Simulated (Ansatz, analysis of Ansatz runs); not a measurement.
# Migration in BaH2 (Pnma): V_H hop (3.0 Å), charge +1

How high is the barrier when H changes place in BaH2 (Pnma)? The case: V_H hop (3.0 Å), charge +1, in a cell of 48 host atoms with 1 H taken out.

Main program and level: Ansatz 0.2.0; plane-wave PAW DFT, LDA; nudged elastic band between two relaxed defect structures at fixed charge in a uniform background.

## Step 1: Starting point

The cell holds 47 atoms: 16 Ba and 31 H. Its edges and angles: a = 10.845 Å, b = 10.845 Å, c = 10.845 Å, α = 105.9°, β = 135.9°, γ = 90.4°. It derives from BaH2 (space group Pnma). Nearest the centre at fractional (0.500, 0.751, 0.751): H45 at 1.51 Å, Ba8 at 2.04 Å, Ba2 at 2.07 Å, H28 at 2.59 Å, H30 at 2.59 Å, H47 at 3.25 Å, H42 at 3.26 Å, Ba6 at 3.53 Å. The cell carries charge +1.

The cell's shortest repeat is 8.1 Å.

## Step 2: Relaxation of the start point, charge +1

The ends come first: from an unrelaxed start the top is counted from too high an energy, and the barrier comes out too low. Small random displacements break the symmetry of the ideal sites, so that the defect can distort if it gains by it. The charge of +1 is set by the electron count, and a uniform background keeps the cell neutral.

The input, qp1.start/input.yaml:

```yaml
crystal:
  lattice:
    - [-6.53156156, 4.0733167, 7.63914587]
    - [6.53156156, -4.0733167, 7.63914587]
    - [6.53156156, 4.0733167, -7.63914587]
  atoms:
    - { symbol: Ba, position: [0.31925943, 0.07412113, 0.00486169] }
    - { symbol: Ba, position: [0.31925943, 0.57412113, 0.50486169] }
    - { symbol: Ba, position: [0.81925943, 0.07412113, 0.50486169] }
    - { symbol: Ba, position: [0.81925943, 0.57412113, 0.00486169] }
    - { symbol: Ba, position: [0.18074057, 0.42587887, 0.99513831] }
    - { symbol: Ba, position: [0.18074057, 0.92587887, 0.49513831] }
    - { symbol: Ba, position: [0.68074057, 0.42587887, 0.49513831] }
    - { symbol: Ba, position: [0.68074057, 0.92587887, 0.99513831] }
    - { symbol: Ba, position: [0.18074057, 0.18560226, 0.25486169] }
    - { symbol: Ba, position: [0.18074057, 0.68560226, 0.75486169] }
    - { symbol: Ba, position: [0.68074057, 0.18560226, 0.75486169] }
    - { symbol: Ba, position: [0.68074057, 0.68560226, 0.25486169] }
    - { symbol: Ba, position: [0.31925943, 0.31439774, 0.74513831] }
    - { symbol: Ba, position: [0.31925943, 0.81439774, 0.24513831] }
    - { symbol: Ba, position: [0.81925943, 0.31439774, 0.24513831] }
    - { symbol: Ba, position: [0.81925943, 0.81439774, 0.74513831] }
    - { symbol: H, position: [0.4698856, 0.10861388, 0.88872829] }
    - { symbol: H, position: [0.4698856, 0.60861388, 0.38872829] }
    - { symbol: H, position: [0.9698856, 0.10861388, 0.38872829] }
    - { symbol: H, position: [0.9698856, 0.60861388, 0.88872829] }
    - { symbol: H, position: [0.0301144, 0.39138612, 0.11127171] }
    - { symbol: H, position: [0.0301144, 0.89138612, 0.61127171] }
    - { symbol: H, position: [0.5301144, 0.39138612, 0.61127171] }
    - { symbol: H, position: [0.5301144, 0.89138612, 0.11127171] }
    - { symbol: H, position: [0.0301144, 0.41884269, 0.63872829] }
    - { symbol: H, position: [0.0301144, 0.91884269, 0.13872829] }
    - { symbol: H, position: [0.5301144, 0.41884269, 0.13872829] }
    - { symbol: H, position: [0.5301144, 0.91884269, 0.63872829] }
    - { symbol: H, position: [0.4698856, 0.08115731, 0.36127171] }
    - { symbol: H, position: [0.4698856, 0.58115731, 0.86127171] }
    - { symbol: H, position: [0.9698856, 0.08115731, 0.86127171] }
    - { symbol: H, position: [0.9698856, 0.58115731, 0.36127171] }
    - { symbol: H, position: [0.33911477, 0.13913341, 0.55001864] }
    - { symbol: H, position: [0.33911477, 0.63913341, 0.05001864] }
    - { symbol: H, position: [0.83911477, 0.13913341, 0.05001864] }
    - { symbol: H, position: [0.83911477, 0.63913341, 0.55001864] }
    - { symbol: H, position: [0.16088523, 0.36086659, 0.44998136] }
    - { symbol: H, position: [0.16088523, 0.86086659, 0.94998136] }
    - { symbol: H, position: [0.66088523, 0.36086659, 0.94998136] }
    - { symbol: H, position: [0.66088523, 0.86086659, 0.44998136] }
    - { symbol: H, position: [0.16088523, 0.21090387, 0.80001864] }
    - { symbol: H, position: [0.16088523, 0.71090387, 0.30001864] }
    - { symbol: H, position: [0.66088523, 0.21090387, 0.30001864] }
    - { symbol: H, position: [0.33911477, 0.28909613, 0.19998136] }
    - { symbol: H, position: [0.33911477, 0.78909613, 0.69998136] }
    - { symbol: H, position: [0.83911477, 0.28909613, 0.69998136] }
    - { symbol: H, position: [0.83911477, 0.78909613, 0.19998136] }
total_charge: 1
basis:
  ecutwfc: 420
  xc_grid: 2
hamiltonian:
  xc: lda
kpoints:
  mp_grid: { grid: [1, 1, 1], shift: [0.25, 0.25, 0.25] }
scf:
  occupations: { method: fixed }
  max_iter: 80
output:
  forces: true
relax:
  f_tol: 0.015
  max_steps: 70
  random_displacement: { amplitude: 0.03, seed: 1705 }
```

On the command line:

```
$ ansatz run input.yaml --threads 4 --pin off --max-ram 7536MiB --backend cpu --events-out ev --progress --plain --runs-dir out
```

Numbers of over 12 decimals in the logs are rounded to 6 here.

Log:

```text
[... repeated set-up lines and file paths are left out, and long positions are rounded to six places ...]
The last accepted step is kept in <dir> (removed where the run ends without a failure and the disk answers)
Engine: ansatz 0.2.0, x86_64-unknown-linux-gnu
Pseudopotentials: kind: paw
Pseudopotential: Ba, paw, valence charge 10, recommended cutoff 420 eV (normal), Ba.paw.azcp
Pseudopotential: H, paw, valence charge 1, recommended cutoff 420 eV (normal), H.paw.azcp
Functional definition: SPW92
  exchange = slater_x
  correlation = pw_c
Crystal: 47 atoms, lattice volume = 812.962 Å³
Basis set: ecut = 420 eV, 15881 PW (Γ), exchange–correlation on 150×150×150 points (8 copies of the dense FFT grid, shifted against one another)
Bands: 142, of which v1, the nominal top of the filled ones, is band 95 counted from 1 (94 counted from 0)
Symmetry: 1 space group operations
k-points: 1
Non-local potential: Ba, projectors of the file, l = 0: 3, l = 1: 2, l = 2: 2, l = 3: 2
Non-local potential: H, projectors of the file, l = 0: 2, l = 1: 1
PAW form: soft (Blöchl's): semilocal exchange-correlation on the pseudo side does not see the compensation charge
PAW frozen core: Ba, regenerated for the run's functional, and the local potential with it (the file was generated under x = pbe(κ = 0.804, μ = 0.219515), c = pbe(β = 0.066725))
PAW one-centre angular grid: Ba, 194 points (default); XC on 64 Gauss nodes
PAW one-centre angular grid: H, 110 points (default); XC on 64 Gauss nodes
Initial density: superposition of atomic densities (neutral atoms scaled as one to the charged cell's electrons: chi_scale 0, normalization atom), corrected by the library's trained network
Initial wavefunctions: pseudopotential atomic-orbital guess
Functional: x = slater, c = lda
SCF iter   1: F=—  HF=-92990.438769 eV  |F-HF|=—  |Δ(HF+E_count)|=         —  Δρ=1.09e-2  dr2=1.17e0  ethr=1.77e-3  ⟨swp⟩=7.0  Hψ=451  notcnv=0  defer=44
preconditioner: auto → Resta (q_TF=auto, 2.141 Å⁻¹)  ε∞=2.8  [insulator: Δε(μ)=2.327 eV  Ē_g=12.100 eV  n_scr=138 (ndim 8)  ℏωp=16.4 eV  f_vac=0.000  ε∞_Penn≈2.8]
SCF iter   2: F=—  HF=-92990.061812 eV  |F-HF|=—  |Δ(HF+E_count)|=   3.77e-1  Δρ=4.05e-3  dr2=1.77e-1  ethr=6.17e-4  ⟨swp⟩=3.0  Hψ=188  notcnv=0  defer=45
SCF iter   3: F=—  HF=-92990.003821 eV  |F-HF|=—  |Δ(HF+E_count)|=   5.80e-2  Δρ=6.20e-4  dr2=5.15e-3  ethr=9.33e-5  ⟨swp⟩=5.0  Hψ=140  notcnv=0  defer=23
automatic band count: iteration 3 solves 119 bands in place of 142: the levels show a gap, and the empty bands left out lie too high to hold charge; the band table lists the bands solved (type scf.n_extra_bands for more)
SCF iter   4: F=—  HF=-92990.005572 eV  |F-HF|=—  |Δ(HF+E_count)|=   1.75e-3  Δρ=1.58e-4  dr2=4.84e-4  ethr=2.71e-6  ⟨swp⟩=6.0  Hψ=214  notcnv=0  defer=23
SCF iter   5: F=—  HF=-92990.005593 eV  |F-HF|=—  |Δ(HF+E_count)|=   2.01e-5  Δρ=3.67e-5  dr2=1.66e-5  ethr=2.55e-7  ⟨swp⟩=2.0  Hψ=200  notcnv=0  defer=22
SCF iter   6: F=-92990.005602 eV  HF=-92990.005603 eV  |F-HF|=5.50e-8  |Δ(HF+E_count)|=   1.00e-5  Δρ=8.68e-6  dr2=6.85e-7  ethr=2.96e-9  ⟨swp⟩=5.0  Hψ=412  notcnv=0
SCF 1 converged in 6 iterations: F = -92990.005602 eV  dr2 = 6.85e-7
  greatest PAW one-centre occupation: 0.956 electrons in one spin orbital (limit 2), on the Ba atom at site 15 (counted from 0), in its partial waves of l = 0
relax step   1: F+E_penalty+E_count = -92990.00560249 eV  Δ(F+E_penalty+E_count) = +0.000e0 eV  max|allowed force component| = 6.749e-1 eV/Å  Δτ_max = 0.0000 Å  (6 SCF iters, dr2 threshold 5.63e-6 eV, accepted)
[... the SCF cycles and remarks between the steps are left out from here to the last step ...]
relax step   2: F+E_penalty+E_count = -92990.13804845 eV  Δ(F+E_penalty+E_count) = -1.324e-1 eV  max|allowed force component| = 5.089e-1 eV/Å  Δτ_max = 0.1950 Å  (5 SCF iters, dr2 threshold 2.85e-5 eV, accepted)
relax step   3: F+E_penalty+E_count = -92990.33251869 eV  Δ(F+E_penalty+E_count) = -1.945e-1 eV  max|allowed force component| = 6.947e-2 eV/Å  Δτ_max = 0.1967 Å  (5 SCF iters, dr2 threshold 1.62e-5 eV, accepted)
relax step   4: F+E_penalty+E_count = -92990.34736381 eV  Δ(F+E_penalty+E_count) = -1.485e-2 eV  max|allowed force component| = 1.225e-2 eV/Å  Δτ_max = 0.0660 Å  (5 SCF iters, dr2 threshold 3.02e-7 eV, accepted)
iter 1 solved again at ethr=9.89e-11 eV; its pass at ethr=3.10e-3 eV (dr2=1.88e-7 eV) is discarded
SCF iter   1: F=—  HF=-92990.347364 eV  |F-HF|=—  |Δ(HF+E_count)|=         —  Δρ=3.76e-6  dr2=1.88e-7  ethr=9.89e-11  ⟨swp⟩=1.0  Hψ=262  notcnv=0  defer=19
automatic band count: iteration 1 solves 119 bands in place of 142: the levels show a gap, and the empty bands left out lie too high to hold charge; the band table lists the bands solved (type scf.n_extra_bands for more)
SCF iter   2: F=-92990.347364 eV  HF=-92990.347364 eV  |F-HF|=4.07e-10  |Δ(HF+E_count)|=   1.21e-8  Δρ=1.98e-6  dr2=4.64e-8  ethr=5.26e-11  ⟨swp⟩=2.0  Hψ=318  notcnv=0
SCF 5 converged in 2 iterations: F = -92990.347364 eV  dr2 = 4.64e-8
relax step   5: F+E_penalty+E_count = -92990.34736386 eV  Δ(F+E_penalty+E_count) = -5.050e-8 eV  max|allowed force component| = 1.223e-2 eV/Å  Δτ_max = 0.0000 Å  (2 SCF iters, accepted)
SCF converged after 2 iterations
Free energy (F): -92990.347364 eV
Harris-Foulkes:  -92990.347364 eV  (|F-HF|=4.07e-10)
Internal energy: -92990.347364 eV  (E = F + TS)
E sigma→0 (E₀):  -92990.347364 eV
Fermi energy:    4.937152 eV
--- Per-component energies (eV) ---
  E_band       = -937.660851
  E_kinetic    = 3104.299725
  E_local      = -4812.341985  (includes V_loc(G=0)·N_el)
  E_nonlocal   = 999.708068
  E_hartree    = 1467.238247
  E_xc         = -2942.862779
  E_vxc        = -2529.380738  (∫ρ·V_xc dr)
  E_paw        = -80935.500120  (= ΣΔE_a)
  E_vpaw       = -634.387066  (= ΣTr[D̂ρ^β])
  E_aug_tail   = -0.033634  (compensation charges beyond the density's cutoff)
  E_ewald      = -9875.375134
  E_core_change = 4.520250  (= ΣΔE_core)
  E_smearing   = -0.000000  (= −TS)
  E_closure    = 0.000000  (closes the sum)
  E_deformation_potential = 14.981233  (in the stress; not in F)
  Σ components = -92990.347364   (vs F -92990.347364, Δ=0.00e0)
--- Forces (eV/Å), atoms counted from 1 ---
  atom   1  Ba     0.00386592     0.00290348    -0.00101263
  atom   2  Ba     0.00146782     0.00195545     0.00374761
  [... 1 atom left out ...]
  atom   4  Ba     0.00273563    -0.00083438     0.00397884
  [... 1 atom left out ...]
  atom   6  Ba    -0.00650878     0.00086408    -0.00579647
  [... 1 atom left out ...]
  atom   8  Ba     0.00648653     0.00086005     0.00610253
  [... 15 atoms left out ...]
  atom  24  H      0.00137851    -0.00007139     0.00214569
  [... 3 atoms left out ...]
  atom  28  H      0.00083993     0.00025161     0.00556126
  [... 1 atom left out ...]
  atom  30  H      0.00559577     0.00017429    -0.00701256
  [... 11 atoms left out ...]
  atom  42  H     -0.00781029     0.00011561     0.00047864
  [... 2 atoms left out ...]
  atom  45  H     -0.00045649     0.00602023    -0.01025219
  [... 1 atom left out ...]
  atom  47  H     -0.00021230    -0.00786183    -0.01141501
  max |Σ_I F_I| component: 1.38e-5 eV/Å
--- Relaxed structure (5 steps of the walk, 5 accepted, 0 SCFs on fresh bases) ---
  F+E_penalty+E_count = -92990.34736386 eV   max|allowed force component| = 1.223e-2 eV/Å
  atoms:
    - { symbol: Ba, position: [0.318915, 0.075847, 0.006156] }
    - { symbol: Ba, position: [0.312387, 0.571338, 0.498669] }
    [... 1 atom left out ...]
    - { symbol: Ba, position: [0.822576, 0.571234, 0.008786] }
    [... 1 atom left out ...]
    - { symbol: Ba, position: [0.175693, 0.920307, 0.494502] }
    [... 1 atom left out ...]
    - { symbol: Ba, position: [0.681537, 0.941717, 1.010130] }
    [... 15 atoms left out ...]
    - { symbol: H, position: [0.528882, 0.893461, 0.114609] }
    [... 3 atoms left out ...]
    - { symbol: H, position: [0.536593, 0.899165, 0.647985] }
    [... 1 atom left out ...]
    - { symbol: H, position: [0.478041, 0.586596, 0.858532] }
    [... 11 atoms left out ...]
    - { symbol: H, position: [0.158561, 0.707074, 0.298374] }
    [... 2 atoms left out ...]
    - { symbol: H, position: [0.348984, 0.788230, 0.704889] }
    [... 1 atom left out ...]
    - { symbol: H, position: [0.833389, 0.788180, 0.189156] }
```

Run time: 11 s. Hardware: 4 threads of Intel Xeon 6975P-C (Granite Rapids), shared host; peak memory 0.93 GiB; 29 s of CPU time.

The steps of the relaxation:

```csv
step,energy less that of the first step (eV),largest force component (eV/Å)
1,0.0000,0.6749
2,-0.1324,0.5089
3,-0.3269,0.0695
4,-0.3418,0.0122
5,-0.3418,0.0122
```

The atoms that moved most (Å, from the sites as typed, ahead of the random displacement, the mean shift of all atoms taken out):

```csv
atom,dx,dy,dz,length
H26,-0.111,-0.145,-0.168,0.248
H28,-0.111,0.144,-0.168,0.248
Ba8,0.195,0.000,0.016,0.196
Ba16,-0.081,0.000,0.133,0.156
H30,-0.037,0.000,0.128,0.134
H20,0.057,-0.106,-0.017,0.122
H18,0.057,0.106,-0.017,0.121
H32,0.031,0.000,0.114,0.118
```

Neighbours of H45 at the end:

```csv
atom,distance (Å)
Ba6,2.543
Ba8,2.545
Ba10,2.547
Ba2,2.552
H28,2.853
H30,2.866
H32,2.939
H42,3.041
H24,3.096
```

This step gave:

- free energy: -92990.3474 eV
- largest move from the ideal geometry of this structure, a common shift of the far atoms taken out: 0.2576 Å

The relaxation gained 0.342 eV and ended with a largest force component of 0.012 eV/Å.

## Step 3: Relaxation of the end point, charge +1

The end point is relaxed in the same cell and settings, so that the two energies compare.

The input, qp1.end/input.yaml:

```yaml
crystal:
  lattice:
    - [-6.53156156, 4.0733167, 7.63914587]
    - [6.53156156, -4.0733167, 7.63914587]
    - [6.53156156, 4.0733167, -7.63914587]
  atoms:
    - { symbol: Ba, position: [0.31925943, 0.07412113, 0.00486169] }
    - { symbol: Ba, position: [0.31925943, 0.57412113, 0.50486169] }
[... 1 atom line left out ...]
    - { symbol: Ba, position: [0.81925943, 0.57412113, 0.00486169] }
[... 1 atom line left out ...]
    - { symbol: Ba, position: [0.18074057, 0.92587887, 0.49513831] }
[... 1 atom line left out ...]
    - { symbol: Ba, position: [0.68074057, 0.92587887, 0.99513831] }
[... 1 atom line left out ...]
    - { symbol: Ba, position: [0.18074057, 0.68560226, 0.75486169] }
[... 7 atom lines left out ...]
    - { symbol: H, position: [0.4698856, 0.60861388, 0.38872829] }
[... 5 atom lines left out ...]
    - { symbol: H, position: [0.5301144, 0.89138612, 0.11127171] }
[... 3 atom lines left out ...]
    - { symbol: H, position: [0.5301144, 0.91884269, 0.63872829] }
[... 1 atom line left out ...]
    - { symbol: H, position: [0.4698856, 0.58115731, 0.86127171] }
[... 11 atom lines left out ...]
    - { symbol: H, position: [0.16088523, 0.71090387, 0.30001864] }
[... 2 atom lines left out ...]
    - { symbol: H, position: [0.660785, 0.713243, 0.802458] }
[... 1 atom line left out ...]
    - { symbol: H, position: [0.83911477, 0.78909613, 0.19998136] }
total_charge: 1
basis:
  ecutwfc: 420
  xc_grid: 2
hamiltonian:
  xc: lda
kpoints:
  mp_grid: { grid: [1, 1, 1], shift: [0.25, 0.25, 0.25] }
scf:
  occupations: { method: fixed }
  max_iter: 80
output:
  forces: true
relax:
  f_tol: 0.015
  max_steps: 70
  random_displacement: { amplitude: 0.03, seed: 1705 }
```

Log:

```text
[...]
Crystal: 47 atoms, lattice volume = 812.962 Å³
Basis set: ecut = 420 eV, 15881 PW (Γ), exchange–correlation on 150×150×150 points (8 copies of the dense FFT grid, shifted against one another)
Bands: 142, of which v1, the nominal top of the filled ones, is band 95 counted from 1 (94 counted from 0)
Symmetry: 1 space group operations
k-points: 1
[...]
SCF iter   1: F=—  HF=-92990.408500 eV  |F-HF|=—  |Δ(HF+E_count)|=         —  Δρ=1.09e-2  dr2=1.18e0  ethr=1.77e-3  ⟨swp⟩=10.0  Hψ=610  notcnv=0  defer=44
[...]
SCF iter   6: F=-92989.972338 eV  HF=-92989.972338 eV  |F-HF|=4.16e-9  |Δ(HF+E_count)|=   9.09e-6  Δρ=7.86e-6  dr2=5.48e-7  ethr=2.96e-9  ⟨swp⟩=5.0  Hψ=412  notcnv=0
SCF 1 converged in 6 iterations: F = -92989.972338 eV  dr2 = 5.48e-7
[...]
max |Σ_I F_I| component: 3.55e-5 eV/Å
--- Relaxed structure (5 steps of the walk, 5 accepted, 0 SCFs on fresh bases) ---
  F+E_penalty+E_count = -92990.34776731 eV   max|allowed force component| = 7.792e-3 eV/Å
  atoms:
    - { symbol: Ba, position: [0.318948, 0.077483, 0.008526] }
    - { symbol: Ba, position: [0.317804, 0.557598, 0.489734] }
    [... 1 atom left out ...]
    - { symbol: Ba, position: [0.824177, 0.580291, 0.006071] }
    [... 1 atom left out ...]
    - { symbol: Ba, position: [0.176984, 0.928473, 0.491639] }
    [... 1 atom left out ...]
    - { symbol: Ba, position: [0.686806, 0.928479, 1.001441] }
    [... 15 atoms left out ...]
    - { symbol: H, position: [0.518183, 0.888002, 0.094562] }
    [... 3 atoms left out ...]
    - { symbol: H, position: [0.522080, 0.913414, 0.641350] }
    [... 1 atom left out ...]
    - { symbol: H, position: [0.462824, 0.600292, 0.852196] }
    [... 11 atoms left out ...]
    - { symbol: H, position: [0.166960, 0.712044, 0.311948] }
    [... 2 atoms left out ...]
    - { symbol: H, position: [0.650062, 0.712047, 0.795020] }
    [... 1 atom left out ...]
    - { symbol: H, position: [0.840907, 0.793416, 0.202462] }
[key lines of the parts left out:]
SCF converged after 5 iterations
Free energy (F): -92990.347767 eV
Fermi energy:    4.935871 eV
```

Wall time 12 s (4 threads); peak memory 0.94 GiB.

Relaxation path:

```csv
step,energy less that of the first step (eV),largest force component (eV/Å)
1,0.0000,0.7030
2,-0.1824,0.5688
3,-0.3502,0.0950
4,-0.3716,0.0313
5,-0.3754,0.0078
```

The atoms that moved most (Å, from the sites as typed, ahead of the random displacement, the mean shift of all atoms taken out):

```csv
atom,dx,dy,dz,length
H30,0.111,-0.144,0.165,0.245
H32,0.111,0.143,0.165,0.245
Ba2,-0.198,0.000,-0.018,0.199
Ba10,0.084,0.000,-0.132,0.157
H26,-0.031,0.000,-0.121,0.125
H28,0.033,0.000,-0.119,0.124
H17,-0.101,0.000,-0.065,0.120
H20,-0.055,0.000,0.106,0.120
```

Neighbours of H45 at the end:

```csv
atom,distance (Å)
Ba16,2.544
Ba4,2.545
Ba2,2.547
Ba8,2.549
H30,2.856
H28,2.863
H26,2.934
H47,3.048
H18,3.097
```

This step gave:

- free energy: -92990.3478 eV
- largest move from the ideal geometry of this structure, a common shift of the far atoms taken out: 0.2551 Å

The relaxation gained 0.375 eV and ended with a largest force component of 0.0078 eV/Å. The end lies within 1 meV of the start.

(Continued in part 2 of 3.)

[Logs are printed without paths, hosts, clocks, repeated set-up lines and the standing remarks that a program may print on its own settings, such as how far it seeks lower states.]

[Hosts, paths, dates, database ids (printed as entryN), source tags and the programs' standing remarks are cut or masked in the printed files.]
